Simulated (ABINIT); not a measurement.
# SnO2 (Pnnm): bands and cutoff in G0W0 with ABINIT

Wanted: a converged G0W0 gap of SnO2 (Pnnm), or an estimate of the limit.

Main program and level: ABINIT 10.8.3; LDA and many-body steps on it, plane waves.

### Step 1. The structure

The structure is orthorhombic, space group Pnnm (No. 58). Conventional cell: a = 4.788 Å, b = 4.867 Å, c = 3.241 Å, α = 90.00°, β = 90.00°, γ = 90.00°. Sn has 6 O at 2.09 to 2.10 Å nearest. O has 3 Sn at 2.09 to 2.10 Å nearest. Farther neighbours and most contacts between anions are not listed.

The cell and positions are those that the Materials Project relaxed with its own functionals (PBE, PBE+U or r2SCAN), kept fixed. This is not the form that SnO2 usually takes at ambient conditions.

### Step 2. Empty states on the mesh, 2×2×4 mesh, 374 bands

This step: ABINIT 10.8.3; DFT, LDA, plane waves, norm-conserving pseudopotentials.

The sums over transitions need many empty states on a uniform mesh; this step solves for them.

run.abi reads:

```
acell 3*1.0 Angstrom
rprim 
  4.788004000000 0.000000000000 0.000000000000
  0.000000000000 4.866582000000 0.000000000000
  0.000000000000 0.000000000000 3.240898000000
ntypat 2
znucl 50 8
natom 6
typat 1 1 2 2 2 2
xred 
  0.500000000000 0.500000000000 0.500000000000
  0.000000000000 0.000000000000 0.000000000000
  0.291855000000 0.321042000000 0.000000000000
  0.791855000000 0.178958000000 0.500000000000
  0.208145000000 0.821042000000 0.500000000000
  0.708145000000 0.678958000000 0.000000000000
pp_dirpath "pseudos"
pseudos "Sn.upf, O.upf"
ecut 42
ngkpt 2 2 4
nshiftk 1
shiftk 0 0 0
kptopt 1
chksymbreak 0
iscf -2
irdden 1
istwfk *1
nband 374
nbdbuf 34
tolwfr 1e-09
nstep 60
prtvol 0
indata_prefix "in"
outdata_prefix "out"
tmpdata_prefix "tmp"
```

The run is started by

```
$ OMP_NUM_THREADS=1 mpirun -n 8 abinit run.abi > log
```

Numbers of over 12 decimals in the logs are rounded to 6 here.

The log of the run:

```text
.Version 10.8.3 of ABINIT. v10.8.2 released Aug 2026.

 Symmetries : space group Pn n m (# 58); Bravais oP (primitive ortho.)
[... echo of the input left out ...]
== DATASET  1 ==================================================================
-   mpi_nproc: 8, omp_nthreads: 1 (-1 if OMP is not activated)
-    --> not optimal distribution: autoparal keyword recommended in input file <--

--- !DatasetInfo
iteration_state: {dtset: 1, }
dimensions: {natom: 6, nkpt: 12, mband: 374, nsppol: 1, nspinor: 1, nspden: 1, mpw: 6680, }
cutoff_energies: {ecut:  42.0, pawecutdg:  -1.0, }
[...]
5.45783    5.45837    5.46125    5.49402    5.49864    5.52135    5.52781    5.52812
   5.53034    5.53124    5.53154    5.54363    5.57120    5.59478    5.59802    5.60220
   5.61345    5.61617    5.62862    5.64496    5.66271    5.67659
 prteigrs : prtvol=0 or 1, do not print more k-points.

== END DATASET(S) ==============================================================
================================================================================

 -outvars: echo values of variables after computation  --------
            nband         374
             nkpt          12
          spgroup          58
 [... the other variables as echoed above ...]

 Calculation completed.
```

Elapsed: 4.1 min, on 8 MPI ranks of Arm Neoverse V2, shared host; peak memory 1.1 GiB.

Numbers from this step:

```
gap                                                           : 0.6789 eV
k of the valence top                                          : 0, 0, 0
k of the conduction bottom                                    : 0, 0, 0
least direct gap                                              : 0.6789 eV
k points computed                                             : 12
lowest point of the top converged band, above the valence top : 136.4825 eV
```

On this mesh the gap is 0.679 eV.

The density comes from a self-consistent run that is not shown.

### Step 3. Screening, 2×2×4 mesh, 94 bands, screening to 68.6 eV

The RPA dielectric matrix is built and inverted for each q.

This step: RPA screening on LDA, plane waves, norm-conserving pseudopotentials.

Edit run.abi of step 2 so:

```diff
@@ -24,10 +24,11 @@
 chksymbreak 0
-iscf -2
-irdden 1
 istwfk *1
-nband 374
-nbdbuf 34
-tolwfr 1e-09
-nstep 60
-prtvol 0
+occopt 1
+irdwfk 1
+optdriver 3
+nband 94
+ecuteps 2.52
+inclvkb 2
+awtr 1
+symchi 1
 indata_prefix "in"
```

The log of the run:

```text
.Version 10.8.3 of ABINIT. v10.8.2 released Aug 2026.

 Symmetries : space group Pn n m (# 58); Bravais oP (primitive ortho.)
[... echo of the input left out ...]
== DATASET  1 ==================================================================
-   mpi_nproc: 8, omp_nthreads: 1 (-1 if OMP is not activated)

--- !DatasetInfo
iteration_state: {dtset: 1, }
dimensions: {natom: 6, nkpt: 12, mband: 94, nsppol: 1, nspinor: 1, nspden: 1, mpw: 6680, }
cutoff_energies: {ecut:  42.0, pawecutdg:  -1.0, }
electrons: {nelect:   6.80000000E+01, charge:   0.00000000E+00, occopt:   1.00000000E+00, tsmear:   1.00000000E-02, }

 SCREENING: Calculation of the susceptibility and dielectric matrices

 Based on a program developped by R.W. Godby, V. Olevano, G. Onida, and L. Reining.
 Incorporated in ABINIT by V. Olevano, G.-M. Rignanese, and M. Torrent.
.Using double precision arithmetic ; gwpc =  8

[... cell and pseudopotentials left out ...]
--------------------------------------------------------------------------------

 ==== K-mesh for the wavefunctions ====
 Number of points in the irreducible wedge :    12
[... list of points left out ...]
 Together with  8 symmetry operations and time-reversal symmetry
 yields    16 points in the full Brillouin Zone.

 ==== Q-mesh for the screening function ====
 Number of points in the irreducible wedge :    12
[... list of points left out ...]
 Together with  8 symmetry operations and time-reversal symmetry
 yields    16 points in the full Brillouin Zone.

 setmesh: FFT mesh size selected  =    36x   36x   24
          total number of points  =        31104

 vcoul_init : cutoff-mode = AUXILIARY_FUNCTION
 q-points for optical limit:   1
     1)      0.000010    0.000020    0.000030

- screening: taking advantage of time-reversal symmetry
- Maximum band index for partially occupied states nbvw = 34
- Remaining bands to be divided among processors   nbcw = 60
- Number of bands treated by each node ~7

 Number of electrons calculated from density =   68.0000; Expected =   68.0000
 average of density, n =  0.133435
 r_s =    1.2140
 omega_plasma =   35.2363 [eV]

 calculating chi0 at frequencies [eV] :
  1    0.000000E+00    0.000000E+00
  2    0.000000E+00    3.523626E+01

--------------------------------------------------------------------------------
  q-point number  1        q = ( 0.000000, 0.000000, 0.000000) [r.l.u.]
--------------------------------------------------------------------------------
[... chi0 elements left out ...]
 For q-point:  0.000010 0.000020 0.000030
  dielectric constant =   6.8237
  dielectric constant without local fields =   6.9755

  Average fulfillment of the sum rule on Im[epsilon] for q-point    1 :     38.21  [%]
[... wings left out ...]
  q-point number  2        q = ( 0.500000, 0.000000, 0.000000) [r.l.u.]
--------------------------------------------------------------------------------
[... chi0 elements left out ...]
  Average fulfillment of the sum rule on Im[epsilon] for q-point    2 :     46.28  [%]

 [... 10 further q-points ...]
```

Run time: 30 s. Hardware: 8 MPI ranks; peak memory 3 GiB; 4 min of CPU time.

This step gave:

```yaml
eps_infinity_with_local_fields_on_this_mesh_along_the_program_s_q_direction: 6.824
the_same_without_local_fields: 6.976
plasma_frequency: 35.24 eV
plane_waves_in_the_screening_matrix: 97
```

Local fields lower ε∞ by 2 %. On a Γ-centred mesh this coarse the value itself is usually too large, while a short band sum pulls it down.

### Step 4. 94 bands, 68.6 eV

The self-energy is evaluated for the states that the input lists, and the levels follow from it, in one-shot runs by the linearised quasiparticle equation.

This step: G0W0 on LDA, plane waves, norm-conserving pseudopotentials.

Edit run.abi of step 3 so:

```diff
@@ -27,8 +27,29 @@
 irdwfk 1
-optdriver 3
+optdriver 4
 nband 94
+gwcalctyp 0
+ecutsigx 42
+symsigma 1
+nkptgw 8
+kptgw 
+  0.0000000000 0.0000000000 0.0000000000
+  0.5000000000 0.0000000000 0.0000000000
+  0.0000000000 0.5000000000 0.0000000000
+  0.5000000000 0.5000000000 0.0000000000
+  0.0000000000 0.0000000000 0.5000000000
+  0.5000000000 0.0000000000 0.5000000000
+  0.0000000000 0.5000000000 0.5000000000
+  0.5000000000 0.5000000000 0.5000000000
+bdgw 
+  33 36
+  33 36
+  33 36
+  33 36
+  33 36
+  33 36
+  33 36
+  33 36
 ecuteps 2.52
-inclvkb 2
-awtr 1
-symchi 1
+irdscr 1
+ppmodel 1
 indata_prefix "in"
```

The log of the run:

```text
.Version 10.8.3 of ABINIT. v10.8.2 released Aug 2026.

 Symmetries : space group Pn n m (# 58); Bravais oP (primitive ortho.)
[... echo of the input left out ...]
== DATASET  1 ==================================================================
-   mpi_nproc: 8, omp_nthreads: 1 (-1 if OMP is not activated)

--- !DatasetInfo
iteration_state: {dtset: 1, }
dimensions: {natom: 6, nkpt: 12, mband: 94, nsppol: 1, nspinor: 1, nspden: 1, mpw: 6680, }
cutoff_energies: {ecut:  42.0, pawecutdg:  -1.0, }
electrons: {nelect:   6.80000000E+01, charge:   0.00000000E+00, occopt:   1.00000000E+00, tsmear:   1.00000000E-02, }

 SIGMA: Calculation of the GW corrections

 Based on a program developped by R.W. Godby, V. Olevano, G. Onida, and L. Reining.
 Incorporated in ABINIT by V. Olevano, G.-M. Rignanese, and M. Torrent.
.Using double precision arithmetic ; gwpc =  8

[... cell and pseudopotentials left out ...]
--------------------------------------------------------------------------------

 ==== K-mesh for the wavefunctions ====
 Number of points in the irreducible wedge :    12
[... list of points left out ...]
 Together with  8 symmetry operations and time-reversal symmetry
 yields    16 points in the full Brillouin Zone.

 ==== Q-mesh for screening function ====
 Number of points in the irreducible wedge :    12
[... list of points left out ...]
 Together with  8 symmetry operations and time-reversal symmetry
 yields    16 points in the full Brillouin Zone.

 vcoul_init : cutoff-mode = AUXILIARY_FUNCTION
 q-points for optical limit:   1
     1)      0.000010    0.000020    0.000030
 setmesh: FFT mesh size selected  =    54x   54x   36
          total number of points  =       104976

 Number of electrons calculated from density =   68.0000; Expected =   68.0000
 average of density, n =  0.133435
 r_s =    1.2140
 omega_plasma =   35.2363 [eV]

 === KS Band Gaps ===
  >>>> For spin  1
   Minimum direct gap =   0.6791 [eV], located at k-point      :   0.0000  0.0000  0.0000
   Fundamental gap    =   0.6791 [eV], Top of valence bands at :   0.0000  0.0000  0.0000
                                       Bottom of conduction at :   0.0000  0.0000  0.0000
 SIGMA fundamental parameters:
 PLASMON POLE MODEL  1
 number of plane-waves for SigmaX                 6573
 number of plane-waves for SigmaC and W             97
 number of plane-waves for wavefunctions          6573
 number of bands                                    94
 number of independent spin polarizations            1
 number of spinorial components                      1
 number of k-points in IBZ                          12
 number of q-points in IBZ                          12
 number of symmetry operations                       8
 number of k-points in BZ                           16
 number of q-points in BZ                           16
 number of frequencies for dSigma/dE                 9
 frequency step for dSigma/dE [eV]                0.25
 number of omega for Sigma on real axis              0
 max omega for Sigma on real axis  [eV]           0.00
 zcut for avoiding poles [eV]                     0.10

 EPSILON^-1 parameters (SCR file):
 dimension of the eps^-1 matrix on file             97
 dimension of the eps^-1 matrix used                97
 number of plane-waves for wavefunctions          6573
 number of bands                                    94
 number of q-points in IBZ                          12
 number of frequencies                               2
 number of real frequencies                          1
 number of imag frequencies                          1

 matrix elements of self-energy operator (all in [eV])

 Perturbative Calculation

--- !SelfEnergy_ee
iteration_state: {dtset: 1, }
kpoint     : [   0.000,    0.000,    0.000, ]
spin       : 1
KS_gap     :    0.679
QP_gap     :    2.009
Delta_QP_KS:    1.330
data: !SigmaeeData |
     Band     E0 <VxcDFT>   SigX SigC(E0)      Z dSigC/dE  Sig(E)    E-E0       E
       33   5.006 -19.677 -25.272   5.362   0.783  -0.278 -19.859  -0.182   4.824
       34   5.618 -19.657 -24.993   5.135   0.788  -0.269 -19.815  -0.158   5.460
       35   6.297 -17.193 -13.551  -2.230   0.831  -0.203 -16.020   1.173   7.469
       36  11.113 -16.926 -11.066  -3.558   0.827  -0.210 -15.023   1.903  13.016

--- !SelfEnergy_ee
iteration_state: {dtset: 1, }
kpoint     : [   0.500,    0.000,    0.000, ]
spin       : 1
KS_gap     :    4.134
QP_gap     :    6.007
Delta_QP_KS:    1.873
data: !SigmaeeData |
     Band     E0 <VxcDFT>   SigX SigC(E0)      Z dSigC/dE  Sig(E)    E-E0       E
       33   5.187 -19.509 -25.275   5.456   0.783  -0.277 -19.751  -0.242   4.945
       34   5.187 -19.509 -25.275   5.456   0.783  -0.277 -19.751  -0.242   4.945
[...]
--- !SelfEnergy_ee
iteration_state: {dtset: 1, }
kpoint     : [   0.000,    0.500,    0.000, ]
spin       : 1
KS_gap     :    4.417
QP_gap     :    6.284
Delta_QP_KS:    1.867
data: !SigmaeeData |
     Band     E0 <VxcDFT>   SigX SigC(E0)      Z dSigC/dE  Sig(E)    E-E0       E
[...]
--- !SelfEnergy_ee
iteration_state: {dtset: 1, }
kpoint     : [   0.500,    0.500,    0.000, ]
spin       : 1
KS_gap     :    4.883
QP_gap     :    7.046
Delta_QP_KS:    2.164
data: !SigmaeeData |
     Band     E0 <VxcDFT>   SigX SigC(E0)      Z dSigC/dE  Sig(E)    E-E0       E
[...]
--- !SelfEnergy_ee
iteration_state: {dtset: 1, }
kpoint     : [   0.000,    0.000,    0.500, ]
spin       : 1
KS_gap     :    6.471
QP_gap     :    8.995
Delta_QP_KS:    2.524
data: !SigmaeeData |
     Band     E0 <VxcDFT>   SigX SigC(E0)      Z dSigC/dE  Sig(E)    E-E0       E
[...]
--- !SelfEnergy_ee
iteration_state: {dtset: 1, }
kpoint     : [   0.500,    0.000,    0.500, ]
spin       : 1
KS_gap     :    6.458
QP_gap     :    8.720
Delta_QP_KS:    2.263
data: !SigmaeeData |
     Band     E0 <VxcDFT>   SigX SigC(E0)      Z dSigC/dE  Sig(E)    E-E0       E
[...]
--- !SelfEnergy_ee
iteration_state: {dtset: 1, }
kpoint     : [   0.000,    0.500,    0.500, ]
spin       : 1
KS_gap     :    6.251
QP_gap     :    8.510
Delta_QP_KS:    2.259
data: !SigmaeeData |
     Band     E0 <VxcDFT>   SigX SigC(E0)      Z dSigC/dE  Sig(E)    E-E0       E
[...]
--- !SelfEnergy_ee
iteration_state: {dtset: 1, }
kpoint     : [   0.500,    0.500,    0.500, ]
spin       : 1
KS_gap     :    4.871
QP_gap     :    7.070
Delta_QP_KS:    2.199
data: !SigmaeeData |
     Band     E0 <VxcDFT>   SigX SigC(E0)      Z dSigC/dE  Sig(E)    E-E0       E
[...]
34   4.970 -19.262 -25.400   5.691   0.780  -0.283 -19.611  -0.349   4.621
       35   9.841 -17.397 -11.991  -3.174   0.829  -0.206 -15.547   1.850  11.691
       36   9.841 -17.397 -11.991  -3.174   0.829  -0.206 -15.547   1.850  11.691

== END DATASET(S) ==============================================================
================================================================================

 -outvars: echo values of variables after computation  --------
           etotal      0.0000000000E+00
            nband          94
             nkpt          12
          spgroup          58
 [... the other variables as echoed above ...]

 Calculation completed.
```

Wall time 7.2 s (8 MPI ranks); peak memory 1.8 GiB; 57 s of CPU time.

Numbers from this step:

```yaml
g0w0_gap_on_the_mesh: 2.009 eV
starting_gap_on_the_mesh: 0.6789 eV
k_of_the_valence_top: 0, 0, 0
k_of_the_conduction_bottom: 0, 0, 0
z_at_the_valence_top: 0.788
z_at_the_conduction_bottom: 0.831
least_direct_g0w0_gap_on_the_computed_points: 2.009 eV
```

The gap on the mesh goes from 0.68 eV to 2.01 eV, a correction of +1.33 eV.

### Step 5. Screening, 2×2×4 mesh, 126 bands, screening to 90.6 eV

This step: RPA screening on LDA, plane waves, norm-conserving pseudopotentials.

run.abi reads:

```
acell 3*1.0 Angstrom
rprim 
  4.788004000000 0.000000000000 0.000000000000
  0.000000000000 4.866582000000 0.000000000000
  0.000000000000 0.000000000000 3.240898000000
ntypat 2
znucl 50 8
natom 6
typat 1 1 2 2 2 2
xred 
  0.500000000000 0.500000000000 0.500000000000
  0.000000000000 0.000000000000 0.000000000000
  0.291855000000 0.321042000000 0.000000000000
  0.791855000000 0.178958000000 0.500000000000
  0.208145000000 0.821042000000 0.500000000000
  0.708145000000 0.678958000000 0.000000000000
pp_dirpath "pseudos"
pseudos "Sn.upf, O.upf"
ecut 42
ngkpt 2 2 4
nshiftk 1
shiftk 0 0 0
kptopt 1
chksymbreak 0
istwfk *1
occopt 1
irdwfk 1
optdriver 3
nband 126
ecuteps 3.33
inclvkb 2
awtr 1
symchi 1
indata_prefix "in"
outdata_prefix "out"
tmpdata_prefix "tmp"
```

The log of the run:

```text
.Version 10.8.3 of ABINIT. v10.8.2 released Aug 2026.

 Symmetries : space group Pn n m (# 58); Bravais oP (primitive ortho.)
[... echo of the input left out ...]
== DATASET  1 ==================================================================
-   mpi_nproc: 8, omp_nthreads: 1 (-1 if OMP is not activated)

--- !DatasetInfo
iteration_state: {dtset: 1, }
dimensions: {natom: 6, nkpt: 12, mband: 126, nsppol: 1, nspinor: 1, nspden: 1, mpw: 6680, }
cutoff_energies: {ecut:  42.0, pawecutdg:  -1.0, }
electrons: {nelect:   6.80000000E+01, charge:   0.00000000E+00, occopt:   1.00000000E+00, tsmear:   1.00000000E-02, }

 SCREENING: Calculation of the susceptibility and dielectric matrices

 Based on a program developped by R.W. Godby, V. Olevano, G. Onida, and L. Reining.
 Incorporated in ABINIT by V. Olevano, G.-M. Rignanese, and M. Torrent.
.Using double precision arithmetic ; gwpc =  8

[... cell and pseudopotentials left out ...]
--------------------------------------------------------------------------------

 ==== K-mesh for the wavefunctions ====
 Number of points in the irreducible wedge :    12
[... list of points left out ...]
 Together with  8 symmetry operations and time-reversal symmetry
 yields    16 points in the full Brillouin Zone.

 ==== Q-mesh for the screening function ====
 Number of points in the irreducible wedge :    12
[... list of points left out ...]
 Together with  8 symmetry operations and time-reversal symmetry
 yields    16 points in the full Brillouin Zone.

 setmesh: FFT mesh size selected  =    36x   36x   24
          total number of points  =        31104

 vcoul_init : cutoff-mode = AUXILIARY_FUNCTION
 q-points for optical limit:   1
     1)      0.000010    0.000020    0.000030

- screening: taking advantage of time-reversal symmetry
- Maximum band index for partially occupied states nbvw = 34
- Remaining bands to be divided among processors   nbcw = 92
- Number of bands treated by each node ~11

 Number of electrons calculated from density =   68.0000; Expected =   68.0000
 average of density, n =  0.133435
 r_s =    1.2140
 omega_plasma =   35.2363 [eV]

 calculating chi0 at frequencies [eV] :
  1    0.000000E+00    0.000000E+00
  2    0.000000E+00    3.523626E+01

--------------------------------------------------------------------------------
  q-point number  1        q = ( 0.000000, 0.000000, 0.000000) [r.l.u.]
--------------------------------------------------------------------------------
[... chi0 elements left out ...]
 For q-point:  0.000010 0.000020 0.000030
  dielectric constant =   6.7419
  dielectric constant without local fields =   7.0103

  Average fulfillment of the sum rule on Im[epsilon] for q-point    1 :     48.94  [%]
[... wings left out ...]
  q-point number  2        q = ( 0.500000, 0.000000, 0.000000) [r.l.u.]
--------------------------------------------------------------------------------
[... chi0 elements left out ...]
  Average fulfillment of the sum rule on Im[epsilon] for q-point    2 :     57.15  [%]

 [... 10 further q-points ...]
```

The job ended after 46 s (8 MPI ranks; peak memory 3.2 GiB; 6.1 min of CPU time).

Numbers from this step:

```yaml
eps_infinity_with_local_fields_on_this_mesh_along_the_program_s_q_direction: 6.742
the_same_without_local_fields: 7.010
plasma_frequency: 35.24 eV
plane_waves_in_the_screening_matrix: 161
```

(Part 1 of 3 ends here.)

[Paths, hosts, dates, memory and timing lines, banners, echoed tables and standing remarks are left out of the program output.]

[Logs are printed without paths, hosts, clocks, repeated set-up lines and the standing remarks that a program may print on its own settings, such as how far it seeks lower states.]

[Runs of the session that timed out or met a known fault of the program may be left out.]

[Hosts, paths, dates, database ids (printed as entryN), source tags and the programs' standing remarks are cut or masked in the printed files.]

[G0W0 gaps are taken among the corrected bands and points alone; a level outside them can change the order at an edge.]

[Where Ansatz stands beside ABINIT at settings called matched, ABINIT's density can come from a denser mesh and the files from another edition; pairs whose starting gaps differed by over 0.03 eV were left out, so agreement reads better than it is.]
